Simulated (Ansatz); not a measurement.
# Direct or indirect: CdSe (F-43m)

```cif
data_structure
_symmetry_space_group_name_H-M 'F-43m'
_symmetry_Int_Tables_number 216
_cell_length_a 6.1405
_cell_length_b 6.1405
_cell_length_c 6.1405
_cell_angle_alpha 90.000
_cell_angle_beta 90.000
_cell_angle_gamma 90.000
_cell_volume 231.54
loop_
_atom_site_label
_atom_site_type_symbol
_atom_site_symmetry_multiplicity
_atom_site_Wyckoff_symbol
_atom_site_fract_x
_atom_site_fract_y
_atom_site_fract_z
_atom_site_occupancy
Cd1 Cd 4 a 0.00000 0.00000 0.00000 1
Se1 Se 4 d 0.25000 0.25000 0.75000 1
```

Method: Ansatz, PBE, independent particles, without spin-orbit coupling, line width 0.1 eV (Gaussian). The band structure gives a fundamental gap of 0.55 eV. The spectrum of vertical transitions near the edge:

| E (eV) | Im ε, E ∥ xyz |
| --- | --- |
| 0.06 | 0.00 |
| 0.18 | 0.00 |
| 0.30 | 0.00 |
| 0.42 | 0.03 |
| 0.54 | 0.39 |
| 0.66 | 1.10 |
| 0.78 | 1.52 |
| 0.90 | 1.71 |
| 1.02 | 1.81 |
| 1.14 | 1.89 |
| 1.26 | 1.96 |
| 1.38 | 2.03 |
| 1.50 | 2.08 |
| 1.62 | 2.15 |
| 1.74 | 2.22 |
| 1.86 | 2.30 |

Q: Is the gap direct or indirect, and about where do vertical transitions set in?

A: Direct: the band path has its least direct gap at the fundamental one, 0.55 eV, and the curves rise from there. Lines are broadened by 0.1 eV, which spreads the edge.

[Logs are printed without paths, hosts, clocks, repeated set-up lines and the standing remarks that a program may print on its own settings, such as how far it seeks lower states.]
